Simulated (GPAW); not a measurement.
# Ballistic transport through a C7 chain between two Pb chains, from relaxation to T(E)

How well does a C7 chain between two Pb chains conduct once its atoms have relaxed, and how much do cheaper levels lose?

Calculated with GPAW 26.7.0; GPAW LCAO, PAW setups; relaxation of the junction within the symmetry of its start, lead ends held, in the first sound run; inputs show where later runs differ.

## 1. The structure

The cell holds 19 atoms: 12 Pb and 7 C. Its edges and angles: a = 9.000 Å, b = 9.000 Å, c = 43.750 Å, α = 90.0°, β = 90.0°, γ = 90.0°. Regions: left lead, 6 atoms (6 Pb); channel, 7 atoms (7 C); right lead, 6 atoms (6 Pb). Vacuum lies along a and b. The structure is stacked along c, and the current runs across the ab planes.

## 2. Relaxation

Transmission follows bond lengths closely, so the atoms between the held lead ends are relaxed first, within whatever symmetry the start has.

run.py reads:

```python
import json
from ase import Atoms
from ase.constraints import FixAtoms
from ase.optimize import BFGS
from gpaw import GPAW, FermiDirac

device = Atoms(
    ['Pb', 'Pb', 'Pb', 'Pb', 'Pb', 'Pb', 'C', 'C', 'C', 'C', 'C', 'C', 'C', 'Pb', 'Pb', 'Pb', 'Pb', 'Pb', 'Pb'],
    positions=[
        [4.50000, 4.50000, 1.45000],
        [4.50000, 4.50000, 4.35000],
        [4.50000, 4.50000, 7.25000],
        [4.50000, 4.50000, 10.15000],
        [4.50000, 4.50000, 13.05000],
        [4.50000, 4.50000, 15.95000],
        [4.50000, 4.50000, 18.02020],
        [4.50000, 4.50000, 19.25020],
        [4.50000, 4.50000, 20.59020],
        [4.50000, 4.50000, 21.82020],
        [4.50000, 4.50000, 23.16020],
        [4.50000, 4.50000, 24.39020],
        [4.50000, 4.50000, 25.73020],
        [4.50000, 4.50000, 27.80040],
        [4.50000, 4.50000, 30.70040],
        [4.50000, 4.50000, 33.60040],
        [4.50000, 4.50000, 36.50040],
        [4.50000, 4.50000, 39.40040],
        [4.50000, 4.50000, 42.30040]],
    cell=[[9.0, 0.0, 0.0], [0.0, 9.0, 0.0], [0.0, 0.0, 43.7504]],
    pbc=True)

device.set_constraint(FixAtoms([0, 1, 2, 3, 4, 14, 15, 16, 17, 18]))
device.calc = GPAW(mode='lcao', basis='dzp', xc='PBE', h=0.18,
                   kpts={'size': (1, 1, 2), 'gamma': True},
                   symmetry={'tolerance': 1e-3, 'extra_ids': [1, 1, 1, 1, 1, 0, 0, 0, 0, 0, 0, 0, 0, 0, 1, 1, 1, 1, 1]},
                   occupations=FermiDirac(0.1), maxiter=250,
                   mixer=dict(beta=0.1, nmaxold=8, weight=100.0),
                   convergence=dict(density=0.0001), txt='relax.txt')
path = []
opt = BFGS(device, maxstep=0.15)
opt.attach(lambda: path.append((device.get_potential_energy(), device.positions.tolist(), device.get_forces().tolist())))
relaxed = bool(opt.run(fmax=0.05, steps=50))
json.dump(dict(relaxed=relaxed, path=path, positions=device.positions.tolist(), moments=device.get_magnetic_moments().tolist(),
               forces=device.get_forces(apply_constraint=False).tolist()), open('result.json', 'w'))
```

On the command line:

```console
$ OMP_NUM_THREADS=1 OPENBLAS_NUM_THREADS=1 python run.py
```

The program printed:

```text
Step          Energy          fmax
BFGS:    0      -76.398170        6.620310
BFGS:    1      -76.010161       10.483670
BFGS:    2      -76.804157        2.100355
BFGS:    3      -76.779849        2.089330
BFGS:    4      -76.832165        0.214891
BFGS:    5      -76.832966        0.232310
BFGS:    6      -76.769706        1.249662
BFGS:    7      -76.833985        0.103611
BFGS:    8      -76.834268        0.117467
BFGS:    9      -76.717525        2.087725
BFGS:   10      -76.834155        0.097286
BFGS:   11      -76.834408        0.108090
BFGS:   12      -76.831696        0.281959
BFGS:   13      -76.834251        0.117381
BFGS:   14      -76.834436        0.090954
BFGS:   15      -76.832171        0.267207
BFGS:   16      -76.834302        0.116020
BFGS:   17      -76.834596        0.039610
```

Run time: 14 min. Hardware: 1 thread of Arm Neoverse V2, shared host; peak memory 1.9 GiB.

The steps of the relaxation:

```csv
step,energy less that of the first step (eV),largest force (eV/Å)
1,0.0000,6.6203
2,0.3896,10.4837
3,-0.4086,2.1004
4,-0.3838,2.0893
5,-0.4363,0.2149
6,-0.4371,0.2323
7,-0.3730,1.2497
8,-0.4380,0.1036
9,-0.4384,0.1175
10,-0.3233,2.0877
11,-0.4384,0.0973
12,-0.4386,0.1081
13,-0.4356,0.2820
14,-0.4383,0.1174
15,-0.4386,0.0910
16,-0.4366,0.2672
17,-0.4386,0.1160
18,-0.4388,0.0396
```

The atoms that moved most (Å):

```csv
atom,dx,dy,dz,length
C12,0.000,0.000,0.060,0.060
C10,0.000,0.000,0.038,0.038
C7,0.000,0.000,-0.032,0.032
Pb6,0.000,0.000,-0.026,0.026
C9,0.000,0.000,-0.019,0.019
C8,0.000,0.000,0.018,0.018
C11,0.000,0.000,-0.014,0.014
```

The relaxation lowered the energy of the cell by 0.439 eV (energies extrapolated to zero smearing; the optimiser's log prints free energies). The largest force left on a free atom is 0.040 eV/Å.

## 3. GPAW, dzp

Localised orbitals split the wire into layers that couple to their neighbours alone, which is what the Green's function method needs; double zeta with polarisation is the usual level for numbers.

This step: GPAW LCAO, PAW setups; Landauer transmission from Green's functions with principal layers (ASE), zero bias (GPAW 26.7.0).

run.py reads:

```python
import json
import numpy as np
from ase import Atoms
from ase.transport.calculators import TransportCalculator
from gpaw import GPAW, FermiDirac
from gpaw.lcao.tools import get_lcao_hamiltonian
from scipy.linalg import eigh

# The junction with lead layers at both ends, along the third cell vector
device = Atoms(
    ['Pb', 'Pb', 'Pb', 'Pb', 'Pb', 'Pb', 'C', 'C', 'C', 'C', 'C', 'C', 'C', 'Pb', 'Pb', 'Pb', 'Pb', 'Pb', 'Pb'],
    positions=[
        [4.50000, 4.50000, 1.45000],
        [4.50000, 4.50000, 4.35000],
        [4.50000, 4.50000, 7.25000],
        [4.50000, 4.50000, 10.15000],
        [4.50000, 4.50000, 13.05000],
        [4.50000, 4.50000, 15.92439],
        [4.50000, 4.50000, 17.98868],
        [4.50000, 4.50000, 19.26815],
        [4.50000, 4.50000, 20.57142],
        [4.50000, 4.50000, 21.85824],
        [4.50000, 4.50000, 23.14578],
        [4.50000, 4.50000, 24.45016],
        [4.50000, 4.50000, 25.73086],
        [4.50000, 4.50000, 27.80001],
        [4.50000, 4.50000, 30.70040],
        [4.50000, 4.50000, 33.60040],
        [4.50000, 4.50000, 36.50040],
        [4.50000, 4.50000, 39.40040],
        [4.50000, 4.50000, 42.30040]],
    cell=[[9.0, 0.0, 0.0], [0.0, 9.0, 0.0], [0.0, 0.0, 43.7504]],
    pbc=True)

# One principal layer of the lead: the first 3 atoms of the device
lead = Atoms(
    ['Pb', 'Pb', 'Pb'],
    positions=[
        [4.50000, 4.50000, 1.45000],
        [4.50000, 4.50000, 4.35000],
        [4.50000, 4.50000, 7.25000]],
    cell=[[9.0, 0.0, 0.0], [0.0, 9.0, 0.0], [0.0, 0.0, 8.7]],
    pbc=True)

settings = dict(mode='lcao', basis='dzp', xc='PBE', h=0.2,
                occupations=FermiDirac(0.1), maxiter=250,
                mixer=dict(beta=0.1, nmaxold=8, weight=100.0),
                convergence=dict(density=0.0001))
energies = np.arange(-2, 2 + 1e-9, 0.025)
eta = 0.0001
n1, n2 = 1, 1
# k and -k transmit alike, so half of the mesh across the current serves
mesh = [(i, j) for i in range(n1) for j in range(n2) if (i, j) <= (-i % n1, -j % n2)]
weights = np.array([1 if (i, j) == (-i % n1, -j % n2) else 2 for i, j in mesh]) / (n1 * n2)

# [... helper functions left out ...]
fermi_lead = ground_state(lead, (1, 1, 13), 'lead.txt')
fermi_device = ground_state(device, (1, 1, 2), 'device.txt')
# [... loop over the mesh left out, but for ...]
        # Shift the lead onto the potential of the device's first layer
        shift = ((H[:, 0, 0] - H0[:, 0, 0]) / S0[0, 0]).real.mean()
# [...]
kT = 8.617333e-5 * 300
bias = [0.1, 0.2, 0.5, 1.0, 1.5, 2.0]
# [... integrals and printing left out ...]
```

The program printed:

```text
basis functions: device 367, principal layer 69
Fermi level: lead -2.5493 eV, device -2.8031 eV; lead shifted by -0.0441 eV
largest coupling past the next layer 2.76e-08 eV, largest misfit of the first layer 0.197 eV
  E-E_F (eV)   T (one spin)  [channel counts left out]
    -2.000    2.9542e-06
    -1.975    2.9684e-06
    -1.950    2.9799e-06
    -1.925    2.9893e-06
    -1.900    2.9969e-06
    -1.875    3.0030e-06
    -1.850    3.0080e-06
    -1.825    3.0120e-06
    -1.800    3.0153e-06
    -1.775    3.0181e-06
    -1.750    3.0204e-06
    -1.725    3.0225e-06
    -1.700    3.0244e-06
    -1.675    3.0261e-06
    -1.650    3.0279e-06
    -1.625    3.0297e-06
[...]
1.825    1.4313e+00
     1.850    1.3957e+00
     1.875    1.3572e+00
     1.900    1.3160e+00
     1.925    1.2726e+00
     1.950    1.2272e+00
     1.975    1.1805e+00
     2.000    1.1327e+00
conductance at 300 K: 1.2577 G0 a cell; thermopower -5.405 uV/K
current from the zero-bias T(E) at 0.1 V: 9.7432 uA
current from the zero-bias T(E) at 0.2 V: 19.474 uA
current from the zero-bias T(E) at 0.5 V: 47.962 uA
current from the zero-bias T(E) at 1.0 V: 82.922 uA
current from the zero-bias T(E) at 1.5 V: 111.46 uA
current from the zero-bias T(E) at 2.0 V: 144.21 uA
```

It took 72 s on 1 thread; peak memory 1.4 GiB.

Numbers from this step:

| Item | Value |
| --- | --- |
| conductance | 1.258 G₀ |
| thermopower | -5.405 μV/K |
| largest coupling past the next principal layer | 2.76e-8 eV |
| largest misfit of the first principal layer | 0.1971 eV |
| shift that aligns the lead | -0.04406 eV |
| basis functions of the junction | 367 |
| basis functions of a principal layer | 69 |
| transmission at the Fermi level (one spin) | 1.258 |

One spin. Transmission, zone mean against energy, zero at the Fermi level:

```csv
energy (eV),"transmission, zone mean"
-2.000,3.0e-6
-1.800,3.0e-6
-1.600,3.0e-6
-1.400,3.1e-6
-1.200,3.1e-6
-1.000,3.1e-6
-0.800,3.1e-6
-0.600,0.00803
-0.400,0.292
-0.200,1.09
0.000,1.26
0.200,1.38
0.400,1.34
0.600,1.42
0.800,1.64
1.000,1.76
1.050,1.76
1.200,1.73
1.400,1.65
1.600,1.62
1.800,1.46
2.000,1.13
```

Not self-consistent under bias; the bias window is split evenly. Table of current through one cell, from the zero-bias transmission by bias:

```csv
bias (V),"current through one cell, from the zero-bias transmission (μA)"
0.100,9.74
0.200,19.5
0.500,48.0
1.000,82.9
1.500,111
2.000,144
```

The transmission of the three most open eigenchannels by energy, zero at the Fermi level:

```csv
energy (eV),channel 1,channel 2,channel 3
-0.800,3.1e-6,7.5e-12,7.5e-12
-0.600,0.00401,0.00401,3.1e-6
-0.400,0.146,0.146,3.0e-6
-0.200,0.543,0.543,2.9e-6
0.000,0.629,0.629,2.8e-6
0.200,0.692,0.692,2.8e-6
0.400,0.669,0.669,2.7e-6
0.600,0.710,0.710,2.7e-6
0.800,0.822,0.822,2.7e-6
1.000,0.878,0.878,2.7e-6
1.200,0.867,0.867,2.7e-6
1.400,0.823,0.823,2.8e-6
1.600,0.809,0.809,2.8e-6
1.800,0.732,0.732,2.9e-6
2.000,0.566,0.566,3.1e-6
```

Couplings past the next layer reach 2.8e-8 eV, small enough to drop; the matrix elements of the cell's first layer differ from the bulk lead's by up to 0.20 eV. That layer keeps its own values in the calculation, and only beyond it is the lead taken as perfect. The Fermi levels of lead and junction count from different zeros of potential, one for each periodic cell; with both set to zero, the small remaining shift is what aligns them. Without spin-orbit coupling, which is large for these atoms, channel counts and T are those of the scalar-relativistic bands. By hand: G = 1.258 × 77.48 μS = 97.4 μS, a resistance of 10.3 kΩ; at 0.1 V a linear junction would pass 9.74 μA, and the integral over the bias window gives 9.74 μA. Mott's formula, S = -(π²/3)(k_B²T/e) d ln T/dE, has the prefactor 7.33 μV/K·eV at 300 K; T = 1.233 at -0.025 eV and 1.283 at 0.025 eV give a slope of 0.791 per eV and S = -5.80 μV/K, beside -5.41 μV/K from the thermal integral, which interpolates the same grid.

## 4. GPAW, szp: basis = "szp(dzp)"

One radial function a shell plus polarisation makes the matrices smaller; the question is what that costs.

Edit run.py of step 3 so:

```diff
@@ -44,3 +44,3 @@
 
-settings = dict(mode='lcao', basis='dzp', xc='PBE', h=0.2,
+settings = dict(mode='lcao', basis='szp(dzp)', xc='PBE', h=0.2,
                 occupations=FermiDirac(0.1), maxiter=250,
```

The program printed:

```text
basis functions: device 231, principal layer 42
Fermi level: lead -2.7191 eV, device -3.2672 eV; lead shifted by -0.0322 eV
largest coupling past the next layer 2.75e-08 eV, largest misfit of the first layer 0.202 eV
  E-E_F (eV)   T (one spin)  [channel counts left out]
    -2.000    7.4047e-08
    -1.975    7.6378e-08
    -1.950    7.8665e-08
    -1.925    8.0922e-08
    -1.900    8.3160e-08
    -1.875    8.5388e-08
    -1.850    8.7616e-08
    -1.825    8.9852e-08
    -1.800    9.2102e-08
    -1.775    9.4373e-08
    -1.750    9.6671e-08
    -1.725    9.9000e-08
    -1.700    1.0137e-07
    -1.675    1.0377e-07
    -1.650    1.0622e-07
    -1.625    1.0872e-07
[...]
1.825    1.4281e+00
     1.850    1.3989e+00
     1.875    1.3669e+00
     1.900    1.3326e+00
     1.925    1.2959e+00
     1.950    1.2573e+00
     1.975    1.2169e+00
     2.000    1.1753e+00
conductance at 300 K: 1.0633 G0 a cell; thermopower -5.113 uV/K
current from the zero-bias T(E) at 0.1 V: 8.237 uA
current from the zero-bias T(E) at 0.2 V: 16.456 uA
current from the zero-bias T(E) at 0.5 V: 40.123 uA
current from the zero-bias T(E) at 1.0 V: 68.601 uA
current from the zero-bias T(E) at 1.5 V: 93.222 uA
current from the zero-bias T(E) at 2.0 V: 122.97 uA
```

Wall time 51 s (1 thread); peak memory 1.3 GiB.

Numbers from this step:

```
conductance                                    : 1.063 G₀
thermopower                                    : -5.113 μV/K
largest coupling past the next principal layer : 2.75e-8 eV
largest misfit of the first principal layer    : 0.2023 eV
shift that aligns the lead                     : -0.03215 eV
basis functions of the junction                : 231
basis functions of a principal layer           : 42
transmission at the Fermi level (one spin)     : 1.064
```

One spin. Transmission, zone mean against energy, zero at the Fermi level:

```csv
energy (eV),"transmission, zone mean"
-2.000,7.4e-8
-1.900,8.3e-8
-1.800,9.2e-8
-1.700,1.0e-7
-1.600,1.1e-7
-1.500,1.2e-7
-1.400,1.3e-7
-1.300,1.5e-7
-1.200,1.6e-7
-1.100,1.8e-7
-1.000,1.9e-7
-0.900,2.1e-7
-0.800,2.3e-7
-0.700,9.3e-4
-0.600,0.00449
-0.500,0.0301
-0.400,0.194
-0.300,0.572
-0.200,0.875
-0.100,0.990
0.000,1.06
0.100,1.14
0.200,1.17
0.300,1.15
0.400,1.13
0.500,1.15
0.600,1.22
0.700,1.34
0.800,1.47
0.900,1.57
1.000,1.63
1.100,1.66
1.150,1.66
1.200,1.66
1.300,1.64
1.400,1.62
1.500,1.60
1.600,1.58
1.700,1.53
1.800,1.45
1.900,1.33
2.000,1.18
```

Not self-consistent under bias; the bias window is split evenly. Current through one cell, from the zero-bias transmission against bias:

```csv
bias (V),"current through one cell, from the zero-bias transmission (μA)"
0.100,8.24
0.200,16.5
0.500,40.1
1.000,68.6
1.500,93.2
2.000,123
```

Table of transmission of the three most open eigenchannels by energy, zero at the Fermi level:

```csv
energy (eV),channel 1,channel 2,channel 3
-0.800,2.3e-7,1.2e-12,1.2e-12
-0.600,0.00224,0.00224,2.6e-7
-0.400,0.0972,0.0972,3.0e-7
-0.200,0.437,0.437,3.5e-7
0.000,0.532,0.532,3.9e-7
0.200,0.583,0.583,4.4e-7
0.400,0.564,0.564,5.1e-7
0.600,0.611,0.611,5.8e-7
0.800,0.735,0.735,6.6e-7
1.000,0.816,0.816,7.6e-7
1.200,0.828,0.828,8.9e-7
1.400,0.812,0.812,1.0e-6
1.600,0.790,0.790,1.2e-6
1.800,0.727,0.727,1.4e-6
2.000,0.588,0.588,1.7e-6
```

The conductance, 1.06 G₀, lies 15 % below that of the dzp run.

## 5. Minimal basis

One function for each valence shell of the setup, as for a first survey of a large system.

Edit run.py of step 4 so:

```diff
@@ -44,3 +44,3 @@
 
-settings = dict(mode='lcao', basis='szp(dzp)', xc='PBE', h=0.2,
+settings = dict(mode='lcao', basis='sz(dzp)', xc='PBE', h=0.2,
                 occupations=FermiDirac(0.1), maxiter=250,
```

The program printed:

```text
basis functions: device 136, principal layer 27
Fermi level: lead -2.6065 eV, device -3.2742 eV; lead shifted by -0.0462 eV
largest coupling past the next layer 2.77e-08 eV, largest misfit of the first layer 0.190 eV
  E-E_F (eV)   T (one spin)  [channel counts left out]
    -2.000    1.5490e-08
    -1.975    1.6048e-08
    -1.950    1.6611e-08
[...]
1.975    1.1742e+00
     2.000    1.1325e+00
conductance at 300 K: 1.0809 G0 a cell; thermopower -4.352 uV/K
current from the zero-bias T(E) at 0.1 V: 8.3774 uA
current from the zero-bias T(E) at 0.2 V: 16.764 uA
current from the zero-bias T(E) at 0.5 V: 41.601 uA
current from the zero-bias T(E) at 1.0 V: 73.298 uA
current from the zero-bias T(E) at 1.5 V: 97.906 uA
current from the zero-bias T(E) at 2.0 V: 126.96 uA
```

Run time: 34 s. Hardware: 1 thread; peak memory 1.3 GiB.

This step gave:

```yaml
conductance: 1.081 G₀
thermopower: -4.352 μV/K
largest_coupling_past_the_next_principal_layer: 2.77e-8 eV
largest_misfit_of_the_first_principal_layer: 0.1896 eV
shift_that_aligns_the_lead: -0.04617 eV
basis_functions_of_the_junction: 136
basis_functions_of_a_principal_layer: 27
transmission_at_the_fermi_level_one_spin: 1.080
```

One spin. Table of transmission, zone mean by energy, zero at the Fermi level:

```csv
energy (eV),"transmission, zone mean"
-2.000,1.5e-8
-1.800,2.0e-8
-1.600,2.6e-8
-1.400,3.3e-8
-1.200,4.1e-8
-1.000,5.2e-8
-0.800,6.5e-8
-0.600,0.0116
-0.400,0.367
-0.200,0.976
0.000,1.08
0.200,1.18
0.400,1.14
0.600,1.21
0.800,1.43
1.000,1.60
1.175,1.63
1.200,1.63
1.400,1.58
1.600,1.52
1.800,1.40
2.000,1.13
```

The conductance, 1.08 G₀, lies 14 % below that of the dzp run.

## 6. revPBE in the dzp basis: xc = "revPBE"

Back in the dzp basis, the functional changes from PBE to revPBE, to set the spread between functionals beside that between bases.

Edit run.py of step 5 so:

```diff
@@ -44,3 +44,3 @@
 
-settings = dict(mode='lcao', basis='sz(dzp)', xc='PBE', h=0.2,
+settings = dict(mode='lcao', basis='dzp', xc='revPBE', h=0.2,
                 occupations=FermiDirac(0.1), maxiter=250,
```

The program printed:

```text
basis functions: device 367, principal layer 69
Fermi level: lead -2.4495 eV, device -2.7043 eV; lead shifted by -0.0441 eV
largest coupling past the next layer 2.73e-08 eV, largest misfit of the first layer 0.197 eV
  E-E_F (eV)   T (one spin)  [channel counts left out]
    -2.000    3.1652e-06
    -1.975    3.1817e-06
    -1.950    3.1954e-06
[...]
1.975    1.1772e+00
     2.000    1.1296e+00
conductance at 300 K: 1.2552 G0 a cell; thermopower -4.906 uV/K
current from the zero-bias T(E) at 0.1 V: 9.7253 uA
current from the zero-bias T(E) at 0.2 V: 19.446 uA
current from the zero-bias T(E) at 0.5 V: 47.83 uA
current from the zero-bias T(E) at 1.0 V: 82.595 uA
current from the zero-bias T(E) at 1.5 V: 110.98 uA
current from the zero-bias T(E) at 2.0 V: 143.57 uA
```

The job ended after 72 s (1 thread; peak memory 1.4 GiB).

This step gave:

```yaml
conductance: 1.255 G₀
thermopower: -4.906 μV/K
largest_coupling_past_the_next_principal_layer: 2.73e-8 eV
largest_misfit_of_the_first_principal_layer: 0.1971 eV
shift_that_aligns_the_lead: -0.04408 eV
basis_functions_of_the_junction: 367
basis_functions_of_a_principal_layer: 69
transmission_at_the_fermi_level_one_spin: 1.255
```

One spin. Transmission, zone mean against energy, zero at the Fermi level:

```csv
energy (eV),"transmission, zone mean"
-2.000,3.2e-6
-1.900,3.2e-6
-1.800,3.2e-6
-1.700,3.3e-6
-1.600,3.3e-6
-1.500,3.3e-6
-1.400,3.3e-6
-1.300,3.3e-6
-1.200,3.3e-6
-1.100,3.3e-6
-1.000,3.3e-6
-0.900,3.4e-6
-0.800,3.3e-6
-0.700,0.00171
-0.600,0.00787
-0.500,0.0499
-0.400,0.288
-0.300,0.773
-0.200,1.08
-0.100,1.17
0.000,1.25
0.100,1.34
0.200,1.37
0.300,1.36
0.400,1.33
0.500,1.34
0.600,1.41
0.700,1.52
0.800,1.64
0.900,1.71
1.000,1.75
1.050,1.75
1.100,1.75
1.200,1.73
1.300,1.70
1.400,1.67
1.500,1.65
1.600,1.62
1.700,1.56
1.800,1.46
1.900,1.31
2.000,1.13
```

The conductance, 1.26 G₀, lies 0.2 % below that of the dzp run.

(Continued in part 2 of 2.)

[Logs are printed without paths, hosts, clocks, repeated set-up lines and the standing remarks that a program may print on its own settings, such as how far it seeks lower states.]

[Hosts, paths, dates, database ids (printed as entryN), source tags and the programs' standing remarks are cut or masked in the printed files.]
